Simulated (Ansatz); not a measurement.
# What Al6Si (built on the sites of a database entry of SiB6) distorts into

Aim: this structure of Al6Si (built on the sites of a database entry of SiB6) is to be tested for unstable modes, and one is followed downhill.

Main program and level: Ansatz 0.2.0; DFT PBEsol, scalar-relativistic, plane waves, PAW.

Most raw output is cut from this account.

The structure was built from a prototype and need not be the compound's stable phase.

**1. Starting point**

Symmetry: Pm-3m, No. 221, cubic system. Conventional cell: a = 6.149 Å, b = 6.149 Å, c = 6.149 Å, α = 90.00°, β = 90.00°, γ = 90.00°. Nearest to Si lie 24 Al at 4.51 Å. Nearest to Al lie 5 Al at 2.43 to 2.63 Å. Farther neighbours are not listed.

**2. Linear response at the zone centre**

The cell comes from relaxations at this level that are not shown. The zone centre is the only wavevector solved here; it holds the modes that light can see, as far as symmetry allows. No field response is asked, since the mesh shows no gap.

input.yaml reads:

```yaml
crystal:
  lattice:
    - [6.1489135354, 0.0, 0.0]
    - [0.0, 6.1489135354, 0.0]
    - [0.0, 0.0, 6.1489135354]
  atoms:
    - { symbol: Si, position: [0.0, 0.0, 0.0] }
    - { symbol: Al, position: [0.1974385139, 0.5, 0.5] }
    - { symbol: Al, position: [0.5, 0.1974385139, 0.5] }
    - { symbol: Al, position: [0.8025614861, 0.5, 0.5] }
    - { symbol: Al, position: [0.5, 0.8025614861, 0.5] }
    - { symbol: Al, position: [0.5, 0.5, 0.1974385139] }
    - { symbol: Al, position: [0.5, 0.5, 0.8025614861] }
kpoints:
  mp_grid: { grid: [6, 6, 6] }
hamiltonian:
  xc: pbesol
scf:
  occupations: { method: methfessel_paxton, width: 0.15 }
output:
  eigenvalues: true
phonons:
  method: dfpt
```

On the command line:

```console
$ ansatz run input.yaml --threads 8 --pin off --max-ram 14336MiB --backend cpu --events-out ev --progress --plain --runs-dir out
```

The job ended after 12 s (8 threads of Arm Neoverse V2, shared host; peak memory 1.4 GiB).

This step gave:

```yaml
volume_per_atom: 33.21 Å³
gap_on_the_k_mesh: 0 eV
sum_rule_residual_before_enforcement: 2.27e-5 eV/Å²
point_group: m-3m
highest_optical_mode_at_the_zone_centre_no_lo_to_term: 553.5 cm⁻¹
lowest_optical_zone_centre_mode: -143.1 cm⁻¹
```

Patterns of degenerate modes are one choice out of their space. The modes at Γ (shares of kinetic energy by element, %) (negative means imaginary):

| mode | frequency (cm⁻¹) | symmetry | Si % | Al % |
| --- | --- | --- | --- | --- |
| 1 | -143.1 | T1u | 85 | 15 |
| 2 | -143.1 | T1u | 85 | 15 |
| 3 | -143.1 | T1u | 85 | 15 |
| 4 | -69.6 | T1g | 0 | 100 |
| 5 | -69.6 | T1g | 0 | 100 |
| 6 | -69.6 | T1g | 0 | 100 |
| 7 | 0.0 | acoustic | 15 | 85 |
| 8 | 0.0 | acoustic | 15 | 85 |
| 9 | 0.0 | acoustic | 15 | 85 |
| 10 | 165.4 | T2u | 0 | 100 |
| 11 | 165.4 | T2u | 0 | 100 |
| 12 | 165.4 | T2u | 0 | 100 |
| 13 | 232.0 | T2g | 0 | 100 |
| 14 | 232.0 | T2g | 0 | 100 |
| 15 | 232.0 | T2g | 0 | 100 |
| 16 | 304.9 | T1u | 0 | 100 |
| 17 | 304.9 | T1u | 0 | 100 |
| 18 | 304.9 | T1u | 0 | 100 |
| 19 | 445.7 | Eg | 0 | 100 |
| 20 | 445.7 | Eg | 0 | 100 |
| 21 | 553.5 | A1g | 0 | 100 |

Displacements in mode 3 (-143.1 cm⁻¹), the largest set to 1:
```
Si1  0.02  1.00 -0.55
Al2  0.00 -0.17  0.10
Al3  0.00 -0.17  0.10
Al4  0.00 -0.17  0.10
Al5  0.00 -0.17  0.10
Al6  0.00 -0.17  0.10
Al7  0.00 -0.17  0.10
```

Displacements in mode 20 (445.7 cm⁻¹), the largest set to 1:
```
Si1  0.00  0.00  0.00
Al2 -0.54  0.00  0.00
Al3  0.00  1.00  0.00
Al4  0.54  0.00  0.00
Al5  0.00 -1.00  0.00
Al6  0.00  0.00 -0.46
Al7  0.00  0.00  0.46
```

Before it was imposed, the acoustic sum rule was missed by 2.3e-5 eV/Å². Small misses are needed for a sound result but don't prove that mesh and cutoff are converged. The lowest optical mode is imaginary, 143.1i cm⁻¹, so the energy falls along it.

**3. The mode frozen in, largest atomic shift 0 Å**

The mode followed lies at Γ with frequency 69.6i cm⁻¹ and is 3-fold degenerate, one of the unstable modes though not the softest. At small amplitude the distorted cell has space group no. 12 by a symmetry search on the positions. The undistorted cell that holds it gives the zero of energy on the same k mesh.

Edit input.yaml of step 2 so:

```diff
@@ -20,4 +20,4 @@
 output:
+  forces: true
+  stress: true
   eigenvalues: true
-phonons:
-  method: dfpt
```

Run time: 0.76 s. Hardware: 8 threads; peak memory 0.62 GiB; 4.8 s of CPU time.

This step gave:

- pressure: 1.04e-4 GPa
- energy from the undistorted cell: 0 meV/atom

The run ends at a pressure of 0.00 GPa, with forces up to 3.4e-4 eV/Å.

**4. The mode frozen in, largest atomic shift 0.6 Å**

The atoms are moved along the unstable eigenvector, the largest shift by 0.6 Å, with the cell fixed.

input.yaml, the sections that differ from step 3:

```yaml
crystal:
  lattice:
    - [6.1489135354, 0.0, 0.0]
    - [0.0, 6.1489135354, 0.0]
    - [0.0, 0.0, 6.1489135354]
  atoms:
    - { symbol: Si, position: [0.0, 0.0, 0.0] }
    - { symbol: Al, position: [0.1974385139, 0.4310017833, 0.5689982167] }
    - { symbol: Al, position: [0.5689982167, 0.1974385139, 0.5] }
    - { symbol: Al, position: [0.8025614861, 0.5689982167, 0.4310017833] }
    - { symbol: Al, position: [0.4310017833, 0.8025614861, 0.5] }
    - { symbol: Al, position: [0.4310017833, 0.5, 0.1974385139] }
    - { symbol: Al, position: [0.5689982167, 0.5, 0.8025614861] }
# kpoints, hamiltonian, scf, output: as in step 3
```

The job ended after 1.8 s (8 threads; peak memory 0.75 GiB).

This step gave:

* pressure: -3.882 GPa
* energy from the undistorted cell: -27.00 meV/atom

The energy, extrapolated to zero smearing, is -27.00 meV/atom against the undistorted cell.

The run ends at a pressure of -3.88 GPa, with forces up to 0.51 eV/Å.

**5. Energy along the mode, all amplitudes (two of the runs are shown above)**

An imaginary frequency means negative curvature, so the energy should fall and then rise again as anharmonic terms take over.

This step gave:

```
depth at the lowest point sampled  : 27.00 meV/atom
largest atomic shift at that point : 0.6 Å
```

The energy from the parent by largest atomic shift:

| largest atomic shift (Å) | energy from the parent (meV/atom) |
| --- | --- |
| 0.000 | 0 |
| 0.040 | -0.214 |
| 0.080 | -0.842 |
| 0.140 | -2.45 |
| 0.220 | -5.51 |
| 0.320 | -10.2 |
| 0.450 | -17.5 |
| 0.600 | -27.0 |

Displacement at unit largest shift by atom:

| atom | x (Å) | y (Å) | z (Å) | size |
| --- | --- | --- | --- | --- |
| Si1 | 0.000 | 0.000 | 0.000 | 0.000 |
| Al2 | 0.000 | -0.707 | 0.707 | 1.000 |
| Al3 | 0.707 | 0.000 | 0.000 | 0.707 |
| Al4 | 0.000 | 0.707 | -0.707 | 1.000 |
| Al5 | -0.707 | 0.000 | 0.000 | 0.707 |
| Al6 | -0.707 | 0.000 | 0.000 | 0.707 |
| Al7 | 0.707 | 0.000 | 0.000 | 0.707 |

The lowest of the steps tried is the last one, at 0.6 Å, 27.0 meV/atom below the parent; the bottom of the well need not coincide with a step.

**6. Relaxation from the frozen mode**

Starting from the lowest point found, all atoms and the cell are let go, so that strain and other modes of the same symmetry can join in.

Edit input.yaml of step 4 so:

```diff
@@ -23 +23,6 @@
   eigenvalues: true
+relax:
+  adjacent_minimum: "off"
+  f_tol: 0.002
+  max_steps: 120
+  cell: { stress_tol: 0.03 }
```

It took 32 s on 8 threads; peak memory 0.8 GiB; 4 min of CPU time.

Step by step:

| step | energy less that of the first step (eV) | largest force component (eV/Å) | pressure (GPa) | volume (Å³) |
| --- | --- | --- | --- | --- |
| 1 | 0.0000 | 0.5025 | -3.88 | 232.49 |
| 2 | -0.7252 | 0.4592 | -2.93 | 208.72 |
| 3 | -1.7348 | 0.8591 | -2.74 | 184.61 |
| 4 | -3.0177 | 1.0754 | -3.30 | 165.54 |
| 5 | -4.5141 | 1.2068 | -2.76 | 147.31 |
| 6 | -5.7462 | 0.7793 | -1.70 | 133.96 |
| 7 | -6.4079 | 0.7343 | 0.12 | 125.32 |
| 8 | -6.7361 | 0.3563 | 0.23 | 122.58 |
| 9 | -6.8050 | 0.6032 | 1.04 | 120.33 |
| 10 | -6.9593 | 0.2095 | 0.84 | 119.95 |
| 11 | -6.9916 | 0.0437 | 0.37 | 121.08 |
| 12 | -6.9803 | 0.1295 | -1.14 | 123.80 |
| 13 | -6.9988 | 0.0190 | -0.02 | 121.86 |
| 14 | -6.9992 | 0.0038 | 0.01 | 121.80 |
| 15 | -6.9992 | 0.0009 | 0.00 | 121.82 |
| 16* | -6.9964 | 0.0009 | -0.03 | 121.82 |
| 17 | -6.9964 | 0.0011 | 0.02 | 121.73 |
| 18* | -6.9964 | 0.0011 | 0.02 | 121.73 |

Relaxation steps marked * repeat the geometry before them on a plane-wave basis chosen anew for their cell, so energy and pressure can jump there. Relaxation step 12 was tried and not accepted.

Forces are held to the 4 operations that the run works with; a distortion that breaks them can't arise in this run.

| cell as run | before | after | change |
| --- | --- | --- | --- |
| a (Å) | 6.149 | 4.765 | -22.5 % |
| b (Å) | 6.149 | 5.189 | -15.6 % |
| c (Å) | 6.149 | 5.189 | -15.6 % |
| α (°) | 90.00 | 77.48 | -13.9 % |
| β (°) | 90.00 | 98.45 | +9.4 % |
| γ (°) | 90.00 | 81.55 | -9.4 % |
| volume (Å³/atom) | 33.21 | 17.39 | -47.6 % |

The atoms that moved most (Å, as changes of fractional coordinates times the final cell):

| atom | dx | dy | dz | length |
| --- | --- | --- | --- | --- |
| Al7 | 0.732 | 0.136 | 0.257 | 0.788 |
| Al3 | 0.732 | -0.257 | -0.136 | 0.788 |
| Al6 | -0.732 | -0.136 | -0.257 | 0.788 |
| Al5 | -0.732 | 0.257 | 0.136 | 0.788 |
| Al4 | -0.089 | 0.460 | -0.460 | 0.657 |
| Al2 | 0.089 | -0.460 | 0.460 | 0.657 |

Numbers from this step:

```yaml
pressure: 0.01694 GPa
volume_per_atom: 17.39 Å³
```

The distorted start has space group C2/m; the relaxation ends in C2/m.

**7. The new phase in its own primitive cell**

The relaxed structure is symmetrised, reduced to its primitive cell and relaxed tightly, as its phonons need.

input.yaml reads:

```yaml
crystal:
  lattice:
    - [3.2469830401, -4.0474111047, 0.0]
    - [3.2469830401, 4.0474111047, 0.0]
    - [-1.1189268616, 0.0, 4.6314488102]
  atoms:
    - { symbol: Si, position: [0.0, 0.0, 0.0] }
    - { symbol: Al, position: [0.3269899931, 0.3269899931, 0.7664673279] }
    - { symbol: Al, position: [0.1361803828, 0.5073693303, 0.2718943881] }
    - { symbol: Al, position: [0.6730100069, 0.6730100069, 0.2335326721] }
    - { symbol: Al, position: [0.8638196172, 0.4926306697, 0.7281056119] }
    - { symbol: Al, position: [0.4926306697, 0.8638196172, 0.7281056119] }
    - { symbol: Al, position: [0.5073693303, 0.1361803828, 0.2718943881] }
kpoints:
  mp_grid: { grid: [6, 6, 6] }
hamiltonian:
  xc: pbesol
scf:
  occupations: { method: methfessel_paxton, width: 0.15 }
output:
  forces: true
  stress: true
  eigenvalues: true
relax:
  adjacent_minimum: "off"
  f_tol: 0.001
  max_steps: 60
  cell: { stress_tol: 0.01 }
```

Run time: 3.3 s. Hardware: 8 threads; peak memory 0.56 GiB.

Little changed from the start: no atom moved by 0.005 Å and no cell edge by 0.1 %.

Numbers from this step:

* pressure: -0.001883 GPa

The largest force component left is 0.72 meV/Å and the pressure is -0.002 GPa, within the tolerances set. The cell now holds 17.39 Å³/atom.

**8. Modes of the new phase**

A relaxed structure may still be a saddle point, so its zone-centre modes are computed. No field response is asked, since the mesh shows no gap.

input.yaml reads:

```yaml
crystal:
  lattice:
    - [3.2472883259, -4.0480567977, 0.0004442374]
    - [3.2472883259, 4.0480567977, 0.0004442374]
    - [-1.118398411, 0.0, 4.6313112258]
  atoms:
    - { symbol: Si, position: [0.0, 0.0, 0.0] }
    - { symbol: Al, position: [0.3270427599, 0.3270427599, 0.7664552576] }
    - { symbol: Al, position: [0.1361497803, 0.5073214536, 0.2718693401] }
    - { symbol: Al, position: [0.6729572401, 0.6729572401, 0.2335447424] }
    - { symbol: Al, position: [0.8638502197, 0.4926785464, 0.7281306599] }
    - { symbol: Al, position: [0.4926785464, 0.8638502197, 0.7281306599] }
    - { symbol: Al, position: [0.5073214536, 0.1361497803, 0.2718693401] }
kpoints:
  mp_grid: { grid: [6, 6, 6] }
hamiltonian:
  xc: pbesol
scf:
  occupations: { method: methfessel_paxton, width: 0.15 }
output:
  eigenvalues: true
phonons:
  method: dfpt
```

Wall time 21 s (8 threads); peak memory 1.2 GiB; 2.4 min of CPU time.

Numbers from this step:

- sum-rule residual before enforcement: 3.31e-5 eV/Å²
- point group: 2/m
- highest optical mode at the zone centre (no LO-TO term): 356.6 cm⁻¹
- lowest optical zone-centre mode: -26.97 cm⁻¹

Patterns of degenerate modes are one choice out of their space. The modes at Γ (shares of kinetic energy by element, %) (negative means imaginary):

| mode | frequency (cm⁻¹) | symmetry | Si % | Al % |
| --- | --- | --- | --- | --- |
| 1 | -27.0 | Bu | 43 | 57 |
| 2 | 0.0 | acoustic | 15 | 85 |
| 3 | 0.0 | acoustic | 15 | 85 |
| 4 | 0.0 | acoustic | 15 | 85 |
| 5 | 84.7 | Au | 47 | 53 |
| 6 | 103.6 | Bg | 0 | 100 |
| 7 | 113.9 | Au | 21 | 79 |
| 8 | 147.9 | Ag | 0 | 100 |
| 9 | 167.3 | Bg | 0 | 100 |
| 10 | 176.8 | Bu | 39 | 61 |
| 11 | 195.7 | Ag | 0 | 100 |
| 12 | 216.0 | Ag | 0 | 100 |
| 13 | 229.6 | Bu | 5 | 95 |
| 14 | 251.6 | Bu | 43 | 57 |
| 15 | 256.7 | Au | 17 | 83 |
| 16 | 279.6 | Bg | 0 | 100 |
| 17 | 310.7 | Ag | 0 | 100 |
| 18 | 312.3 | Bg | 0 | 100 |
| 19 | 337.2 | Au | 0 | 100 |
| 20 | 344.0 | Bu | 40 | 60 |
| 21 | 356.6 | Ag | 0 | 100 |

Displacements in mode 1 (-27.0 cm⁻¹), the largest set to 1:
```
Si1 -0.07  0.00  1.00
Al2 -0.43  0.00 -0.25
Al3  0.23  0.39 -0.13
Al4 -0.43  0.00 -0.25
Al5  0.23  0.39 -0.13
Al6  0.23 -0.39 -0.13
Al7  0.23 -0.39 -0.13
```

Displacements in mode 16 (279.6 cm⁻¹), the largest set to 1:
```
Si1  0.00  0.00  0.00
Al2  0.00  0.30  0.00
Al3  0.02  0.22 -1.00
Al4  0.00 -0.30  0.00
Al5 -0.02 -0.22  1.00
Al6  0.02 -0.22 -1.00
Al7 -0.02  0.22  1.00
```

Before it was imposed, the acoustic sum rule was missed by 3.3e-5 eV/Å². Small misses are needed for a sound result but don't prove that mesh and cutoff are converged. The lowest optical mode is imaginary, 27.0i cm⁻¹, so the energy falls along it.

**9. The phases reached**

The phases reached along the modes that were followed are set side by side.

Energies are those of the first relaxation, on the mesh of the frozen mode; space group, volume and gap are those of the last relaxation. Phases, by row:

| mode frozen in | space group | energy from parent (meV/atom) | volume (Å³/atom) | gap on mesh (eV) | lowest zone-centre optical mode (cm⁻¹) | largest shift (Å) |
| --- | --- | --- | --- | --- | --- | --- |
| parent | Pm-3m | 0 | 33.21 | 0 | – | – |
| q = (0, 0, 0), 143i cm⁻¹ | P4/mmm | -311.3 | 33.27 | 0 | -183.7 | 2.735 |
| q = (0, 0, 0), 143i cm⁻¹ | R3m | -786.7 | 22.85 | 0 | -80.5 | 4.03 |
| q = (0, 0, 0), 143i cm⁻¹ | Amm2 | -571.4 | 23.62 | 0 | -139.9 | 2.461 |
| q = (0, 0, 0), 70i cm⁻¹ | P4/m | -562.1 | 22.26 | 0 | -137.1 | 1.224 |
| q = (0, 0, 0), 70i cm⁻¹ | R-3 | -1151 | 15.78 | 0 | 152.2 | 1.168 |
| q = (0, 0, 0), 70i cm⁻¹ | C2/m | -1027 | 17.39 | 0 | -27 | 1.096 |

**10. Summary of results**

| Quantity | Value |
| --- | --- |
| unstable mode of the parent | q = (0, 0, 0), 70i cm⁻¹ |
| depth at the lowest point sampled | 27.0 meV/atom |
| largest atomic shift at that point | 0.6 Å |
| space group reached (within 0.01 Å) | C2/m |
| energy gained over the parent (first relaxation, on the mesh of the frozen mode) | 1027 meV/atom |
| volume per atom, phase reached | 17.4 Å³ |
| lowest optical zone-centre mode, phase reached | -27.0 cm⁻¹ |
| highest optical mode at the zone centre (no LO-TO term), phase reached | 357 cm⁻¹ |

What this shows: Along this mode the structure falls into C2/m, 1027 meV/atom below the parent. At the parent's cell the well is 27.00 meV/atom deep on the steps tried, with its lowest point at a shift of 0.6 Å. That is the last step tried, so the steps alone don't bracket the bottom of the well. Relaxing atoms and cell changes the gain by +999.69 meV/atom against the lowest step (energies at zero smearing). Most of the total comes from this relaxation. The new phase still has an imaginary mode at the zone centre of its cell, so it is a saddle point on the way to a lower structure. Of the 6 patterns followed to their end from this parent, this one ends 125 meV/atom above the lowest, R-3. Each path keeps the symmetry of its pattern, so a lower phase may lie along a pattern not tried. With no gap, or one that is small against the smearing, the frequencies hang on the k mesh and the smearing, most of all near Kohn anomalies. The starting cell was built on a prototype and not taken from a measurement, so the phase need not exist.

[Logs are printed without paths, hosts, clocks, repeated set-up lines and the standing remarks that a program may print on its own settings, such as how far it seeks lower states.]

[Hosts, paths, dates, database ids (printed as entryN), source tags and the programs' standing remarks are cut or masked in the printed files.]
